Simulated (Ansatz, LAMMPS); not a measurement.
**Glassy 76SiO2-9BaO-7SrO-4Li2O-4ZrO2 (mol %) (128 atoms): a short ab initio trajectory**

How do the atoms of glassy 76SiO2-9BaO-7SrO-4Li2O-4ZrO2 (mol %) (128 atoms) move, and what local order do they keep?

Method: Kohn-Sham DFT, LDA, PAW (set soft_2), plane waves, in Ansatz 0.2.0.

### 1. Starting point

The cell holds 128 atoms: 34 Si, 4 Ba, 3 Sr, 4 Li, 2 Zr and 81 O. Its edges and angles: a = 12.216 Å, b = 12.216 Å, c = 12.216 Å, α = 90.0°, β = 90.0°, γ = 90.0°. 128 atoms (34 Si, 4 Ba, 3 Sr, 4 Li, 2 Zr, 81 O) placed at random at 2.87 g/cm³, melted at 4000 K for 10 ps at fixed volume with the Morse and Coulomb pair potential with partial charges (Pedone, Malavasi, Menziani, Cormack and Segre, J. Phys. Chem. B 110, 11780 (2006)). Quenched from 4000 K to 300 K at 100 K/ps and fixed volume, held 10 ps at zero pressure, then minimised at fixed cell.

What the set-up can't give: The quench rate of 100 K/ps is orders of magnitude faster than experiment, which tends to freeze in extra defects. The network of bonds at the start is that of the classical potential that made the cell, and needn't be the one that DFT or experiment would give. Sampling is at Γ alone, for a cell whose shortest periodic width is 12 Å. Spin–orbit coupling is left out, which matters for the levels of the heavy elements.

### 2. Dynamics at 400 K

A Nosé–Hoover thermostat steers the temperature while disturbing the dynamics little. The time step is 1.0 fs.

input.yaml

```yaml
crystal:
  lattice:
    - [12.21606, 0.0, 0.0]
    - [0.0, 12.21606, 0.0]
    - [0.0, 0.0, 12.21606]
  atoms:
    - { symbol: Si, position: [0.28419, 0.24526, 0.61681] }
    - { symbol: Si, position: [0.21716, 0.66369, 0.69694] }
    - { symbol: Si, position: [0.03085, 0.70331, 0.38331] }
    - { symbol: Si, position: [0.84036, 0.76834, 0.5286] }
    [... 118 atom lines left out ...]
    - { symbol: O, position: [0.95268, 0.76116, 0.29241] }
    - { symbol: O, position: [0.53162, 0.83309, 0.6608] }
    - { symbol: O, position: [0.80025, 0.53253, 0.35007] }
    - { symbol: O, position: [0.42618, 0.52449, 0.91443] }
    - { symbol: O, position: [0.23412, 0.54753, 0.75778] }
    - { symbol: O, position: [0.39865, 0.4934, 0.12719] }
kpoints:
  mp_grid: { grid: [1, 1, 1] }
hamiltonian:
  xc: lda
scf:
  occupations: { method: fixed }
output:
  forces: true
md:
  timestep: 1.0
  n_steps: 103
  ensemble: nvt_nose_hoover
  temperature: 400
  initial_velocities: maxwell_boltzmann
  seed: 1318
```

Run with:

```
> ansatz run input.yaml --threads 4 --pin off --max-ram 8192MiB --backend cpu --events-out ev --progress --plain --runs-dir out
```

The job ended after 8.4 min (4 threads of AMD EPYC 9R45, shared host; peak memory 2.7 GiB; 32 min of CPU time).

The program notes that it switched symmetry off.

Rows from the run:

```csv
time (fs),T (K),potential (meV/atom),conserved (meV/atom)
0.0,400,0.0,0.00
7.0,368,4.1,0.04
14.0,399,0.2,0.01
21.0,378,3.0,0.02
27.0,337,8.3,0.03
34.0,334,8.8,0.03
41.0,359,5.7,0.03
48.0,418,-1.6,0.01
55.0,406,0.2,0.03
62.0,394,2.1,0.01
69.0,370,5.4,0.02
76.0,367,6.2,0.04
82.0,418,-0.1,0.00
89.0,403,2.3,0.03
96.0,410,1.8,0.02
103.0,400,3.4,0.03
```

Mean square displacement from the first frame to the last: Si 0.058 Å², Ba 0.084 Å², Sr 0.034 Å², Li 0.18 Å², Zr 0.027 Å², O 0.097 Å².

The mean square displacement by time lag:

```csv
time lag (fs),Ba (Å²),Li (Å²),O (Å²),Si (Å²),Sr (Å²),Zr (Å²)
1.0,9.2e-6,1.5e-4,5.6e-5,3.7e-5,9.3e-6,1.4e-5
3.0,8.3e-5,0.00135,5.0e-4,3.3e-4,8.3e-5,1.3e-4
5.0,2.3e-4,0.00369,0.00137,9.0e-4,2.3e-4,3.6e-4
9.0,7.5e-4,0.0115,0.00419,0.00270,7.1e-4,0.00115
11.0,0.00112,0.0169,0.00602,0.00384,0.00104,0.00171
13.0,0.00156,0.0230,0.00805,0.00506,0.00143,0.00238
15.0,0.00208,0.0299,0.0102,0.00632,0.00186,0.00315
18.0,0.00301,0.0411,0.0136,0.00818,0.00260,0.00448
22.0,0.00450,0.0575,0.0180,0.0104,0.00371,0.00652
24.0,0.00536,0.0659,0.0202,0.0115,0.00430,0.00763
26.0,0.00629,0.0744,0.0224,0.0124,0.00492,0.00878
28.0,0.00730,0.0828,0.0246,0.0132,0.00555,0.00996
30.0,0.00838,0.0910,0.0267,0.0139,0.00619,0.0112
35.0,0.0114,0.110,0.0322,0.0157,0.00781,0.0141
37.0,0.0127,0.117,0.0344,0.0163,0.00845,0.0152
39.0,0.0141,0.124,0.0366,0.0170,0.00909,0.0163
41.0,0.0156,0.130,0.0388,0.0177,0.00971,0.0172
43.0,0.0171,0.136,0.0409,0.0184,0.0103,0.0182
47.0,0.0204,0.145,0.0450,0.0199,0.0115,0.0197
49.0,0.0222,0.149,0.0470,0.0207,0.0121,0.0203
52.0,0.0249,0.154,0.0498,0.0221,0.0129,0.0211
```

Over the second half of 103 fs the temperature averages 396 K with swings of 19 K r.m.s. The conserved energy stays within 0.05 meV/atom. From first frame to last Li has the largest mean square displacement, 0.18 Å² at the end; the farthest move is 0.70 Å. The run spans 0.10 ps, too short for its means to be equilibrium values.

### 3. Distances and neighbours late in the run

The g(r) is a mean over the second half; what follows it is taken at the last frame.

Density 2.98 g/cm³, 14.24 Å³ an atom.

Mean of 14 frames. g(r), total and by pair (bins of 0.2 Å):

```csv
r (Å),total,O-O,O-Si,O-Ba,O-Li,O-Sr,O-Zr
1.50,1.41,0.00,4.18,0.00,0.00,0.00,0.00
1.70,3.19,0.00,9.32,0.00,1.57,0.00,0.00
1.90,0.26,0.00,0.06,0.00,3.29,0.00,5.34
2.10,0.16,0.00,0.00,0.00,1.46,0.09,5.06
2.30,0.09,0.03,0.00,0.09,0.43,1.48,0.49
2.50,1.12,2.31,0.00,1.67,0.66,3.21,0.05
2.70,1.72,3.89,0.03,1.55,0.51,1.35,0.00
2.90,0.70,0.92,0.03,2.17,0.45,0.81,0.00
3.10,0.80,0.49,0.20,1.36,1.86,0.81,0.00
3.30,0.68,0.56,0.69,1.22,0.87,1.27,0.00
3.50,0.98,0.77,1.12,0.86,1.24,0.63,0.30
3.70,0.95,0.82,1.21,0.70,1.00,0.61,0.81
3.90,1.06,0.76,1.71,0.41,0.73,1.21,0.50
4.10,1.21,0.70,2.03,0.40,0.97,0.94,1.39
4.30,1.16,0.75,1.50,1.65,1.47,0.83,2.22
4.50,1.00,0.95,0.84,1.09,1.18,0.69,2.73
4.70,1.00,1.26,0.67,0.91,0.64,1.31,0.86
4.90,1.19,1.45,0.85,1.50,0.97,1.92,1.26
5.10,1.07,1.38,0.68,1.40,0.97,1.28,0.93
5.30,0.96,1.15,0.75,1.03,1.25,0.94,0.65
5.50,0.96,0.98,0.97,1.27,1.16,0.54,0.19
5.70,0.89,0.83,0.94,0.94,0.85,0.76,0.52
5.90,0.91,0.83,1.06,0.75,0.58,0.96,1.34
```

Bonds by pair of elements; cutoffs follow the first minimum of g(r), held within bounds set by covalent radii, and pairs that aren't listed don't count as bonded:

```csv
pair A-B,cutoff (Å),bonds,mean length (Å),spread (Å),shortest (Å),B about A,A about B
O-Si,2.16,136,1.64,0.055,1.52,1.68,4
O-Ba,3.29,27,2.86,0.22,2.46,0.333,6.75
O-Li,2.38,12,1.92,0.16,1.76,0.148,3
O-Sr,3.05,16,2.56,0.197,2.27,0.198,5.33
O-Zr,2.82,10,2.01,0.061,1.92,0.123,5
```

The cutoff for O-Ba falls short of the minimum of g(r), so counts run low and odd coordinations can be artefacts.

How many atoms have how many bonded neighbours:

```csv
element,mean,2,3,4,5,6,7,8
Ba,6.75,0,0,0,0,2,1,1
Li,3,0,4,0,0,0,0,0
O,2.48,46,31,4,0,0,0,0
Si,4,0,0,34,0,0,0,0
Sr,5.33,0,0,0,2,1,0,0
Zr,5,0,0,0,2,0,0,0
```

Bond angles (no mean is given where the spread exceeds 20°):

```csv
angle,count,mean (°),spread (°)
O-Si-O,204,109,6.6
O-Ba-O,79,-,-
Si-O-Si,56,140,12.3
Ba-O-Si,39,114,18.7
O-Sr-O,35,-,-
```

Oxygen atoms by the number of network formers (Si, P, Ge, B, Al, As, Ga) bound to them:

```csv
network formers bound to O,O atoms,per cent
0,1,1.2
1,24,29.6
2,56,69.1
```

Network units: each former by its oxygen neighbours and how many of them bridge to another former:

```csv
former,O neighbours,bridging O,atoms
Si,4,2,3
Si,4,3,18
Si,4,4,13
```

Bond length by coordination (bonds to H left out):

```csv
element,coordination,atoms,mean bond length (Å)
Ba,6,2,2.91
Ba,7,1,2.81
Ba,8,1,2.82
O,2,46,1.67
O,3,31,2.10
O,4,4,2.19
Sr,5,2,2.55
Sr,6,1,2.59
```

Rings of the network by King's shortest-path rule, up to 12 atoms, one path for each pair of neighbours; H, halogens, alkali and alkaline-earth atoms are left out, and the last column divides by all other atoms, bonded or not:

```csv
ring size (atoms),rings,per network atom
6,1,0.009
8,2,0.017
10,16,0.137
12,11,0.094
```

The O-Si-O angle averages 109° with a spread of 7°. Counting bonds to Si alone, not to Zr, 69 % of the oxygens join two of these atoms and 30 % one; 1 % join none. The commonest Si unit has 4 oxygens, 3 of them shared with other formers (18 of 34 atoms). Rings of 10 atoms are the most common (53 % of those counted); sizes run from 6 to 12, where the search stops.

### 4. Single point at the last frame

The last frame is solved once more, with the analyses that the dynamics left out.

input.yaml

```yaml
crystal:
  lattice:
    - [12.21606, 0.0, 0.0]
    - [0.0, 12.21606, 0.0]
    - [0.0, 0.0, 12.21606]
  atoms:
    - { symbol: Si, position: [0.2897, 0.26868, 0.61733] }
    - { symbol: Si, position: [0.21469, 0.65951, 0.7042] }
    - { symbol: Si, position: [0.0231, 0.70791, 0.3687] }
    - { symbol: Si, position: [0.84374, 0.7586, 0.52712] }
    [... 118 atom lines left out ...]
    - { symbol: O, position: [0.94973, 0.77086, 0.28428] }
    - { symbol: O, position: [0.53912, 0.80952, 0.66878] }
    - { symbol: O, position: [0.82116, 0.53568, 0.37024] }
    - { symbol: O, position: [0.42403, 0.47198, 0.9365] }
    - { symbol: O, position: [0.22099, 0.55033, 0.77588] }
    - { symbol: O, position: [0.40708, 0.51012, 0.14467] }
kpoints:
  mp_grid: { grid: [1, 1, 1] }
hamiltonian:
  xc: lda
scf:
  occupations: { method: fixed }
output:
  forces: true
  stress: true
  populations: true
  dos:
    method: { smearing: { sigma: 0.15 } }
    de: 0.1
    projected: { site_lists: { Ba: [Ba], Li: [Li], O: [O], Si: [Si], Sr: [Sr] } }
  eigenvalues: true
  write_density: true
  write_potential: true
  volumetric_format: npy
  elf: true
```

The job ended after 19 s (4 threads; peak memory 2.7 GiB; 73 s of CPU time).

Numbers from this run:

```
free energy                                      : -108235.2631 eV
free energy per atom                             : -845.5880 eV/atom
SCF cycles                                       : 11
pressure                                         : -4.097 GPa
r.m.s. force component                           : 0.9455 eV/Å
longest force                                    : 3.505 eV/Å
Fermi energy                                     : 3.76 eV
gap (highest filled to lowest empty level) : 3.586 eV
spilling of the projection                       : 0.01328
```

Length of the force by element:

```csv
element,coordination,atoms,mean length of the force (eV/Å),spread,least,most
Ba,all,4,0.563,0.229,0.318,0.939
Li,all,4,0.572,0.226,0.289,0.908
O,all,81,1.29,0.637,0.19,3.03
Si,all,34,2.10,0.680,0.919,3.51
Sr,all,3,0.701,0.0756,0.628,0.805
Zr,all,2,1.56,0.417,1.14,1.97
```

Löwdin charges by element (they lack the spilled electrons, 0.076 e an atom on average):

```csv
element,coordination,atoms,mean charge (e),spread,least,most
Ba,all,4,1.85,0.0137,1.84,1.87
Li,all,4,0.780,0.0104,0.764,0.792
O,all,81,-0.812,0.0885,-1.03,-0.614
Si,all,34,1.67,0.0404,1.58,1.73
Sr,all,3,1.79,0.0058,1.78,1.80
Zr,all,2,1.46,0.0244,1.43,1.48
```

States in the cell by windows of 1 eV, zero at the Fermi level; the larger projections on atomic orbitals stand beside the total:

```csv
from (eV),to (eV),total,O p,Si p,O s
-18,-17,36.8,0.5,5.5,28.3
-17,-16,24.2,0.5,3.0,18.2
-16,-15,5.6,0.1,0.5,3.2
-15,-14,18.0,0.5,0.2,2.6
-14,-13,0.5,0.0,0.0,0.0
-13,-12,0.0,0.0,0.0,0.0
-12,-11,13.7,0.6,0.1,0.1
-11,-10,12.4,2.1,0.2,0.2
-10,-9,16.1,10.4,0.9,0.8
-9,-8,18.1,12.2,1.5,1.0
-8,-7,24.0,17.1,3.3,1.0
-7,-6,39.6,30.0,7.7,0.6
-6,-5,28.7,21.8,4.4,1.0
-5,-4,61.2,49.7,5.5,3.0
-4,-3,84.6,74.2,4.0,2.3
-3,-2,98.1,90.1,2.6,1.3
-2,-1,78.6,73.8,1.5,0.6
-1,0,33.4,31.7,0.6,0.1
0,1,1.4,1.3,0.1,0.0
1,3,0.0,0.0,0.0,0.0
3,4,2.0,0.0,0.0,0.5
4,5,13.4,1.2,1.3,1.0
```

With fixed occupations the program's Fermi level is the highest filled level; weight inside the gap is the broadening of levels at its edges.

Between -26 and -18 eV lie 110 more states.

Not all projections were asked for or kept, so they needn't add up to the total.

The levels nearest the highest filled one (over half full), pooled over k-points and spins:

```csv
level less the highest filled one (eV),occupation
-0.498,2
-0.450,2
-0.386,2
-0.215,2
-0.177,2
0,2
3.59,0
4.30,0
4.67,0
4.75,0
4.77,0
4.83,0
```

Mean Löwdin charges: Ba +1.85, Li +0.78, O -0.81, Si +1.67, Sr +1.79, Zr +1.46 e (they miss 1.3 % of the electrons, so they add up to more than the cell's charge).

### 5. What came out

| Quantity | Value |
| --- | --- |
| mean temperature, second half | 396.3 K |
| temperature swing, second half | 19.23 K |
| slope of the conserved energy against time, by least squares | 0.0008 meV/atom/ps |
| free energy per atom | -845.5880 eV/atom |
| pressure | -4.097 GPa |
| r.m.s. force component | 0.9455 eV/Å |
| gap (highest filled to lowest empty level) | 3.586 eV |
| wall time of the 2 DFT runs | 8.7 min |

**Reading.** Over the second half of 103 fs the temperature averages 396 K with swings of 19 K r.m.s. The conserved energy stays within 0.05 meV/atom. The run spans 0.10 ps, too short for its means to be equilibrium values. Counting bonds to Si alone, not to Zr, 69 % of the oxygens join two of these atoms and 30 % one; 1 % join none. The highest filled and lowest empty levels differ by 3.59 eV (at Γ alone); a local or semilocal functional tends to put such gaps too low. In a disordered cell it changes from sample to sample, and tail or defect levels can set it.

**Limits.** The stress is far from hydrostatic: its diagonal is -6.3, -2.8, -3.2 GPa, compression counted positive. The pressure of -4.1 GPa is that of one thermal frame at a volume set beforehand, without the kinetic term.

[Logs are printed without paths, hosts, clocks, repeated set-up lines and the standing remarks that a program may print on its own settings, such as how far it seeks lower states.]

[Hosts, paths, dates, database ids (printed as entryN), source tags and the programs' standing remarks are cut or masked in the printed files.]
